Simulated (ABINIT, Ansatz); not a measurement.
# AlSi3 (Fm-3m): from the cell to the phonon bands, part 3 of 3

How does AlSi3 (Fm-3m) vibrate, and is this structure a minimum?

ABINIT 10.8.3; DFT PBEsol, scalar-relativistic, plane waves, PseudoDojo stringent norm-conserving pseudopotentials.

So far. Step 4 (Linear response at Γ): The acoustic modes at Γ come out as far as 1.0 cm⁻¹ from zero, where they should vanish, a small numerical error. Step 5 (Modes with the sum rule): The rule moves no optical mode by more than 0.1 cm⁻¹. The relaxed cell has a = 6.197 Å (conventional setting).

The structure was built from a prototype and need not be the compound's stable phase.

## 7. Interpolated phonon bands

anaddb transforms the dynamical matrices to force constants and back along the path; points of the mesh come back as solved, but for the sum rule and, in polar crystals, the LO-TO term at Γ; the rest is interpolation.

anaddb.abi

```
ddb_filepath "all_DDB"
output_file "anaddb.abo"
outdata_prefix "anaddb"
ifcflag 1
ngqpt 2 2 2
nqshft 1
q1shft 0.0 0.0 0.0
asr 1
chneut 0
dipdip 0
dipquad 0
quadquad 0
enunit 0
eivec 0
nph1l 62
qph1l 
    0.0 0.0 0.0 1.0
    0.0 0.05 0.05 1.0
    0.0 0.1 0.1 1.0
    0.0 0.15 0.15 1.0
    0.0 0.2 0.2 1.0
    0.0 0.25 0.25 1.0
    0.0 0.3 0.3 1.0
    0.0 0.35 0.35 1.0
    0.0 0.4 0.4 1.0
    0.0 0.45 0.45 1.0
    0.0 0.5 0.5 1.0
    0.0 0.5125 0.4875 1.0
    0.0 0.525 0.475 1.0
    0.0 0.5375 0.4625 1.0
    0.0 0.55 0.45 1.0
    0.0 0.5625 0.4375 1.0
    0.0 0.575 0.425 1.0
    0.0 0.5875 0.4125 1.0
    0.0 0.6 0.4 1.0
    0.0 0.6125 0.3875 1.0
    0.0 0.625 0.375 1.0
    -0.375 0.375 0.0 1.0
    -0.3375 0.3375 0.0 1.0
    -0.3 0.3 0.0 1.0
    -0.2625 0.2625 0.0 1.0
    -0.225 0.225 0.0 1.0
    -0.1875 0.1875 0.0 1.0
    -0.15 0.15 0.0 1.0
    -0.1125 0.1125 0.0 1.0
    -0.075 0.075 0.0 1.0
    -0.0375 0.0375 0.0 1.0
    0.0 0.0 0.0 1.0
    0.0 0.05 0.0 1.0
    0.0 0.1 0.0 1.0
    0.0 0.15 0.0 1.0
    0.0 0.2 0.0 1.0
    0.0 0.25 0.0 1.0
    0.0 0.3 0.0 1.0
    0.0 0.35 0.0 1.0
    0.0 0.4 0.0 1.0
    0.0 0.45 0.0 1.0
    0.0 0.5 0.0 1.0
    -0.025 0.5 0.025 1.0
    -0.05 0.5 0.05 1.0
    -0.075 0.5 0.075 1.0
    -0.1 0.5 0.1 1.0
    -0.125 0.5 0.125 1.0
    -0.15 0.5 0.15 1.0
    -0.175 0.5 0.175 1.0
    -0.2 0.5 0.2 1.0
    -0.225 0.5 0.225 1.0
    -0.25 0.5 0.25 1.0
    -0.225 0.5 0.275 1.0
    -0.2 0.5 0.3 1.0
    -0.175 0.5 0.325 1.0
    -0.15 0.5 0.35 1.0
    -0.125 0.5 0.375 1.0
    -0.1 0.5 0.4 1.0
    -0.075 0.5 0.425 1.0
    -0.05 0.5 0.45 1.0
    -0.025 0.5 0.475 1.0
    0.0 0.5 0.5 1.0
```

mrgddb.in

```
all_DDB
merged
3
dfpt_gammao_DDB
dfpt_qo_DS1_DDB
dfpt_qo_DS2_DDB
```

On the command line:

```sh
> mrgddb < mrgddb.in > mrgddb.log
> OMP_NUM_THREADS=1 anaddb anaddb.abi > anaddb.log
```

anaddb.abo, the main output file:

```text
[banners, grids, parts of the stress and lines that vanish by symmetry left out]
-outvars_anaddb: echo values of input variables ----------------------

 Flags :
[...]
Phonon wavevector (reduced coordinates) :  0.00000  0.00000  0.00000
 Phonon energies in Hartree :
[...]
Phonon frequencies in cm-1    :
-  0.000000E+00  0.000000E+00  0.000000E+00  1.828875E+02  1.828875E+02
-  1.828875E+02  2.031501E+02  2.031501E+02  2.031501E+02  2.607904E+02
-  2.607904E+02  2.607904E+02
[...]
Phonon wavevector (reduced coordinates) :  0.00000  0.05000  0.05000
 Phonon energies in Hartree :
[...]
Phonon frequencies in cm-1    :
-  1.400421E+01  1.400421E+01  2.440190E+01  1.721287E+02  1.721287E+02
-  1.806728E+02  2.006557E+02  2.092592E+02  2.092592E+02  2.603324E+02
-  2.612755E+02  2.612755E+02
[...]
Phonon wavevector (reduced coordinates) :  0.00000  0.10000  0.10000
 Phonon energies in Hartree :
[...]
Phonon frequencies in cm-1    :
-  2.755749E+01  2.755749E+01  4.812068E+01  1.518595E+02  1.518595E+02
-  1.740326E+02  1.932745E+02  2.150882E+02  2.150882E+02  2.589735E+02
-  2.632528E+02  2.632528E+02
[...]
Phonon wavevector (reduced coordinates) :  0.00000  0.15000  0.15000
 Phonon energies in Hartree :
[...]
Phonon frequencies in cm-1    :
-  4.009838E+01  4.009838E+01  7.035597E+01  1.273735E+02  1.273735E+02
-  1.629840E+02  1.813914E+02  2.149527E+02  2.149527E+02  2.567498E+02
-  2.671991E+02  2.671991E+02
[...]
Phonon wavevector (reduced coordinates) :  0.00000  0.20000  0.20000
 Phonon energies in Hartree :
[...]
Phonon frequencies in cm-1    :
-  5.004156E+01  5.004156E+01  8.977329E+01  9.966183E+01  9.966183E+01
-  1.475682E+02  1.660780E+02  2.092772E+02  2.092772E+02  2.537107E+02
-  2.722010E+02  2.722010E+02
  Phonon wavevector (reduced coordinates) :  0.00000  0.25000  0.25000
 Phonon energies in Hartree :
[...]
Phonon frequencies in cm-1    :
-  4.187906E+01  4.187906E+01  7.861076E+01  7.861076E+01  1.023252E+02
-  1.278479E+02  1.512115E+02  1.996769E+02  1.996769E+02  2.499355E+02
-  2.769541E+02  2.769541E+02
  Phonon wavevector (reduced coordinates) :  0.00000  0.30000  0.30000
 Phonon energies in Hartree :
[...]
Phonon frequencies in cm-1    :
- -4.805011E+01 -4.805011E+01  8.269463E+01  8.269463E+01  9.629230E+01
-  1.038413E+02  1.482550E+02  1.874991E+02  1.874991E+02  2.455742E+02
-  2.807758E+02  2.807758E+02
  Phonon wavevector (reduced coordinates) :  0.00000  0.35000  0.35000
 Phonon energies in Hartree :
[...]
Phonon frequencies in cm-1    :
[...]
-  2.835188E+02  2.835188E+02
  Phonon wavevector (reduced coordinates) :  0.00000  0.40000  0.40000
 Phonon energies in Hartree :
[...]
Phonon frequencies in cm-1    :
[...]
-  2.852888E+02  2.852888E+02
  Phonon wavevector (reduced coordinates) :  0.00000  0.45000  0.45000
 Phonon energies in Hartree :
[...]
Phonon frequencies in cm-1    :
[...]
-  2.862583E+02  2.862583E+02
  Phonon wavevector (reduced coordinates) :  0.00000  0.50000  0.50000
 Phonon energies in Hartree :
[...]
Phonon frequencies in cm-1    :
[...]
-  2.865646E+02  2.865646E+02
  Phonon wavevector (reduced coordinates) :  0.00000  0.51250  0.48750
 Phonon energies in Hartree :
[...]
Phonon frequencies in cm-1    :
[...]
-  2.864597E+02  2.865526E+02
  Phonon wavevector (reduced coordinates) :  0.00000  0.52500  0.47500
 Phonon energies in Hartree :
[...]
Phonon frequencies in cm-1    :
[...]
-  2.861467E+02  2.865161E+02
  Phonon wavevector (reduced coordinates) :  0.00000  0.53750  0.46250
 Phonon energies in Hartree :
[...]
Phonon frequencies in cm-1    :
[...]
-  2.856310E+02  2.864540E+02
[...]
-  2.636686E+02  2.636686E+02
[...]
Phonon wavevector (reduced coordinates) :  0.00000  0.20000  0.00000
 Phonon energies in Hartree :
[...]
Phonon frequencies in cm-1    :
[...]
-  1.433732E+02  1.964320E+02  2.088243E+02  2.088243E+02  2.636322E+02
-  2.654930E+02  2.654930E+02
[...]
Phonon wavevector (reduced coordinates) :  0.00000  0.25000  0.00000
 Phonon energies in Hartree :
[...]
Phonon frequencies in cm-1    :
- -2.450784E+01 -2.450784E+01 -1.047905E+01  1.274996E+02  1.274996E+02
-  1.301170E+02  1.785336E+02  2.080360E+02  2.080360E+02  2.651985E+02
-  2.674041E+02  2.674041E+02
  Phonon wavevector (reduced coordinates) :  0.00000  0.30000  0.00000
 Phonon energies in Hartree :
[...]
Phonon frequencies in cm-1    :
- -7.522077E+01 -2.748927E+01 -2.748927E+01  1.106435E+02  1.106435E+02
-  1.470897E+02  1.588006E+02  2.065984E+02  2.065984E+02  2.655281E+02
-  2.692070E+02  2.692070E+02
  Phonon wavevector (reduced coordinates) :  0.00000  0.35000  0.00000
 Phonon energies in Hartree :
[...]
Phonon frequencies in cm-1    :
- -9.810879E+01 -2.844549E+01 -2.844549E+01  9.340172E+01  9.340172E+01
[...]
-  2.707492E+02  2.707492E+02
  Phonon wavevector (reduced coordinates) :  0.00000  0.40000  0.00000
 Phonon energies in Hartree :
[...]
Phonon frequencies in cm-1    :
[...]
-  2.719214E+02  2.719214E+02
  Phonon wavevector (reduced coordinates) :  0.00000  0.45000  0.00000
 Phonon energies in Hartree :
[...]
Phonon frequencies in cm-1    :
[...]
Phonon wavevector (reduced coordinates) : -0.02500  0.50000  0.47500
 Phonon energies in Hartree :
[...]
Phonon frequencies in cm-1    :
[...]
-  2.863889E+02  2.865064E+02
  Phonon wavevector (reduced coordinates) :  0.00000  0.50000  0.50000
 Phonon energies in Hartree :
[...]
Phonon frequencies in cm-1    :
- -1.065293E+02 -1.065293E+02 -5.258989E+01 -4.612423E+01  1.225910E+02
-  1.225910E+02  1.368345E+02  1.368345E+02  1.762381E+02  2.315963E+02
-  2.865646E+02  2.865646E+02
-
```

It took 0.71 s on 1 thread of Intel Xeon Platinum 8259CL at 2.50GHz (Skylake/Cascade Lake), shared host.

Read from the output:

* lowest frequency on the path: -113.3 cm⁻¹

Anaddb. Phonon branches along the path, in cm⁻¹:

```
    point  branch 1  branch 2  branch 3  branch 4  branch 9  branch 10  branch 11  branch 12
        Γ         0         0         0       183       203        261        261        261
  halfway        42        42        79        79       200        250        277        277
        X      -106      -106       -53       -46       176        232        287        287
  halfway      -105       -99       -50       -16       189        240        284        286
        U       -99       -78       -57        24       203        254        278        285
jump to K       -99       -78       -57        24       203        254        278        285
  halfway       -61       -43       -30        65       193        267        271        272
        Γ         0         0         0       183       203        261        261        261
  halfway       -24       -24       -10       128       208        265        267        267
        L      -113       -12       -12        52       202        260        273        273
  halfway       -97       -81       -71        44       201        264        272        280
        W       -66       -66       -61       -61       211        268        268        284
  halfway       -98       -97       -45        36       198        246        282        285
        X      -106      -106       -53       -46       176        232        287        287
```

The path dips to 113i cm⁻¹.

## 8. Density of states

Sums over the zone need many more wavevectors than were solved, so the interpolation is sampled on a dense mesh.

anaddb.abi

```
ddb_filepath "all_DDB"
output_file "anaddb.abo"
outdata_prefix "anaddb"
ifcflag 1
ngqpt 2 2 2
nqshft 1
q1shft 0.0 0.0 0.0
asr 1
chneut 0
dipdip 0
dipquad 0
quadquad 0
prtdos 2
ng2qpt 13 13 13
dosdeltae 4.5563e-06
ntemper 11
temperinc 100.0
tempermin 0.0
```

On the command line:

```sh
> OMP_NUM_THREADS=1 anaddb anaddb.abi > anaddb.log
```

anaddb.abo, the main output file:

```text
-outvars_anaddb: echo values of input variables ----------------------

 Flags :
     ifcflag         1
 Miscellaneous information :
         asr         1
      chneut         0
 Interatomic Force Constants Inputs :
      dipdip         0
     dipquad         0
    quadquad         0
      ifcana         0
      ifcout         0
 Description of grid 1 :
        brav         1
       ngqpt         2         2         2
      nqshft         1
      q1shft
                     0.00000000E+00  0.00000000E+00  0.00000000E+00
 Phonon DOS information :
   dosdeltae  4.55630000E-06
    dossmear  4.55633525E-06
 Description of grid 2 (Fourier interp. or BZ sampling):
      ng2qpt        13        13        13
      ngrids         4
      q2shft         0.00000000E+00  0.00000000E+00  0.00000000E+00

================================================================================

 read the DDB information and perform some checks

  ==== Info on the Cryst% object ====
 Real(R)+Recip(G) space primitive vectors, cartesian coordinates (Bohr,Bohr^-1):
 R(1)= -5.8550218  0.0000000  5.8550218  G(1)= -0.0853968 -0.0853968  0.0853968
 R(2)=  0.0000000  5.8550218  5.8550218  G(2)=  0.0853968  0.0853968  0.0853968
 R(3)= -5.8550218  5.8550218  0.0000000  G(3)= -0.0853968  0.0853968 -0.0853968
 Unit cell volume ucvol=  4.0143528E+02 bohr^3
 Angles (23,13,12)=  6.00000000E+01  6.00000000E+01  6.00000000E+01 degrees
 Time-reversal symmetry is present
 Reduced atomic positions [iatom, xred, symbol]:
    1)    0.0000000  0.0000000  0.0000000  Al
    2)    0.5000000  0.5000000  0.5000000  Si
    3)    0.7500000  0.7500000  0.7500000  Si
    4)    0.2500000  0.2500000  0.2500000  Si

 DDB file with 3 blocks has been read.

================================================================================

 Calculation of the interatomic forces

       Homogeneous q point set in the B.Z.
 Grid q points  :        8
  1)   0.00000000E+00  0.00000000E+00  0.00000000E+00
  2)   5.00000000E-01  0.00000000E+00  0.00000000E+00
  3)   0.00000000E+00  5.00000000E-01  0.00000000E+00
  4)   5.00000000E-01  5.00000000E-01  0.00000000E+00
  5)   0.00000000E+00  0.00000000E+00  5.00000000E-01
  6)   5.00000000E-01  0.00000000E+00  5.00000000E-01
  7)   0.00000000E+00  5.00000000E-01  5.00000000E-01
  8)   5.00000000E-01  5.00000000E-01  5.00000000E-01

 The interatomic forces have been obtained

================================================================================

 Calculation of phonon density of states

 Average speed of sound partial sums:     0.8574298613E-03 (at units)
-                                   =           1.8758 [km/s]

 Debye frequency from partial sums:     0.4530475116E-03 (Ha)
-                                 =     0.2980909427E+01 (THz)
-Debye temperature from partial sums:     0.1430610892E+03 (K)

 Average speed of sound:     0.6251377795E-04 (at units)
-                      =           0.1368 [km/s]

 Debye frequency from DOS:     0.3303093678E-04 (Ha)
-                        =     0.2173331236E+00 (THz)
-Debye temperature from DOS:     0.1043034488E+02 (K)

-
```

The job ended after 1.2 s (1 thread).

Read from the output:

| Quantity | Value |
| --- | --- |
| share of modes beyond 3i cm⁻¹ on the dense interpolated mesh | 0.2115 |

The phonon density of states has structure finer than the step of the table below, so its rows give means over 10 cm⁻¹, whole bins alone (the curve runs from -143 to 316 cm⁻¹). Peaks (cm⁻¹: height): -95.3: 0.0635, 195.7: 0.0634, 264.7: 0.115, 273.7: 0.179, 282.7: 0.121.

Tetrahedra. Phonon density of states against wavenumber; means over each step:

wavenumber (cm⁻¹), phonon density of states (1/cm⁻¹/cell) and a bar:
```
     -130      0.000 
     -120      0.000 
     -110      0.007 ##
     -100      0.040 ############
      -90      0.047 ##############
      -80      0.036 ##########
      -70      0.030 #########
      -60      0.027 ########
      -50      0.022 ######
      -40      0.015 ####
      -30      0.011 ###
      -20      0.009 ###
      -10      0.008 ##
        0      0.008 ##
       10      0.008 ##
       20      0.009 ###
       30      0.013 ####
       40      0.013 ####
       50      0.014 ####
       60      0.023 #######
       70      0.042 ############
       80      0.042 ############
       90      0.030 ########
      100      0.037 ###########
      110      0.040 ###########
      120      0.037 ###########
      130      0.034 ##########
      140      0.034 ##########
      150      0.033 ##########
      160      0.035 ##########
      170      0.034 ##########
      180      0.040 ###########
      190      0.048 ##############
      200      0.052 ###############
      210      0.020 ######
      220      0.001 
      230      0.000 
      240      0.005 #
      250      0.014 ####
      260      0.067 ###################
      270      0.100 #############################
      280      0.105 ##############################
      290      0.013 ####
      300      0.000
```

## 9. Outcome

- space group after relaxation: Fm-3m
- volume per atom: 14.9 Å³
- highest optical zone-centre mode (no LO-TO term): 260.8 cm⁻¹
- lowest optical zone-centre mode: 182.9 cm⁻¹
- q mesh: 2×2×2
- lowest mode on the q mesh (acoustic ones at the zone centre apart): -113.3 cm⁻¹
- imaginary modes on the q mesh: yes

In words: AlSi3 (Fm-3m) is unstable: a mode solved on the 2×2×2 mesh is imaginary, 113i cm⁻¹; its spectrum reaches 287 cm⁻¹. At the PBEsol level the optical modes of AlSi3 (Fm-3m) at the zone centre run from 183 to 261 cm⁻¹. The most unstable solved mode lies at q = (0.5, 0, 0), on the zone boundary, so the distortion that it points to doubles the cell. These are harmonic frequencies at zero temperature: anharmonic shifts and linewidths and thermal expansion are left out. In a metal the frequencies hang on the k mesh and the smearing, most of all near Kohn anomalies. The runs are without spin polarisation, although the cell has an odd electron count or an open d or f shell, so a magnetic state was not tested. The q mesh stands for a supercell only 8.8 Å across, so branches between the solved wavevectors are rough. The structure is a hypothetical one, built on a prototype.

[Host names and launcher messages were left out of these logs when they were recorded.]

[Logs are printed without paths, hosts, clocks, repeated set-up lines and the standing remarks that a program may print on its own settings, such as how far it seeks lower states.]

[Hosts, paths, dates, database ids (printed as entryN), source tags and the programs' standing remarks are cut or masked in the printed files.]
